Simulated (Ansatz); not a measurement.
## GaN (P6_3mc): lattice thermal conductivity

How well does the lattice of GaN conduct heat?

Measurements to reproduce:
- thermal conductivity 210 W/m/K near room temperature (given in “Combining the AFLOW GIBBS and Elastic Libraries to efficiently and robustly screen thermo-mechanical properties of solids”, 2017, arXiv:1611.05714)

Calculated with Ansatz 0.2.0; DFT LDA, scalar-relativistic, plane waves, PAW; PAW set soft_1.

The database entry behind the starting cell differs from later determinations by our own check (about 0.3 % short, ideal inner coordinate), so it need not match the best structure at ambient conditions.

### 1. The structure

Symmetry: P6_3mc, No. 186, hexagonal system. The conventional cell has a = 3.180 Å, b = 3.180 Å, c = 5.166 Å, α = 90.00°, β = 90.00°, γ = 120.00°. Ga has 4 N at 1.94 to 1.95 Å nearest. Nearest to N lie 4 Ga at 1.94 to 1.95 Å. Farther neighbours and most contacts between anions are not listed.

### 2. A first coarse run

Before spending time, one coarse run tells the gap and the pressure of the starting cell.

Input file input.yaml:

```yaml
crystal:
  lattice:
    - [3.18, 0.0, 0.0]
    - [-1.59, 2.753960784, 0.0]
    - [0.0, 0.0, 5.166]
  atoms:
    - { symbol: Ga, position: [0.3333333333, 0.6666666667, 0.0] }
    - { symbol: Ga, position: [0.6666666667, 0.3333333333, 0.5] }
    - { symbol: "N", position: [0.3333333333, 0.6666666667, 0.375] }
    - { symbol: "N", position: [0.6666666667, 0.3333333333, 0.875] }
kpoints:
  mp_grid: { grid: [6, 6, 4] }
hamiltonian:
  xc: lda
  pseudopotentials: { kind: paw, azcp: { folder: soft_1 }, xc_functional: pbe }
scf:
  occupations: { method: gaussian, width: 0.1 }
  lower_state_search: "off"
output:
  forces: true
  stress: true
  eigenvalues: true
```

On the command line:

```sh
ansatz run input.yaml --threads 18 --pin off --max-ram 92160MiB --backend cuda --events-out ev --progress --plain --runs-dir out --max-vram 78GiB
```

Then come: finding the static equilibrium; tight relaxation; an input with a fault; A cheap rung; anharmonic force constants and conductivity, pair cutoff 3.354 Å, distances inside cutoff 2; the ladder. Settings of the main run: cutoff 420 eV, 9×9×6 k-mesh, fixed occupations, search for lower states off, third order supercell 3×3×2, pair cutoff 3.354 Å, distances inside cutoff 2, atoms in the supercell 72, q-mesh of the transport sums 19×19×9, isotopes natural, dipole term asked on, 3×3×2 supercell, PAW set soft 1.

Q: Predict the κ at 300 K.

The lattice of GaN conducts 274 W/(m K) at 300 K by LDA (mean over directions, full solution). The full solution lies +6 % from the relaxation-time value at 300 K. Above 300 K the relaxation-time κ falls as T^-0.89, near the 1/T law of three-phonon scattering.

| Quantity | Value |
| --- | --- |
| highest frequency | 735.6 cm⁻¹ |
| Debye temperature from the second moment | 884 K |
| κ at 300 K (full solution) | 274 W/m/K |
| mean free path at half of κ | 352 nm |
| share of κ above the three lowest branches | 0.3 |

Grains of 100 nm would keep 26 % of the bulk value at 300 K, and grains of 1 µm 64 %. Removing the natural isotope disorder raises κ at 300 K by 53 %. The first rung (72 atoms, cutoff 2.08 Å) gave 302 W/(m K) by relaxation time for 0.40 times the cost of the last; short cutoffs miss scattering channels and can err either way, and the meshes changed too. A measured thermal conductivity near room temperature is 210 W/m/K (arXiv:1611.05714); the calculated 274 W/m/K differs by +30 %. Four-phonon, defect and boundary scattering, which are left out, would lower the calculated value; thermal expansion is left out too. The sum rules changed one orbit of cubic constants by up to 33 %; by the manual a large change points to a short cutoff or, on a small and distant orbit, to noisy forces. The conductivities include the coherence part between close branches; the shares for grains, isotopes, branches and paths are of the relaxation-time populations alone. Cubic couplings among atoms farther apart than the pair cutoff are dropped, and neither the cutoff nor the q-mesh was shown to be converged here. The interpolation has no quadrupole term, so branches near the zone centre are less sure, since this crystal has sites that are not centres of inversion. The PAW files were made for PBE and are used here under another functional, for which the program regenerates the frozen cores.

[Logs are printed without paths, hosts, clocks, repeated set-up lines and the standing remarks that a program may print on its own settings, such as how far it seeks lower states.]

[Hosts, paths, dates, database ids (printed as entryN), source tags and the programs' standing remarks are cut or masked in the printed files.]

[A step with changed settings may run another functional than the one named; its input shows which.]
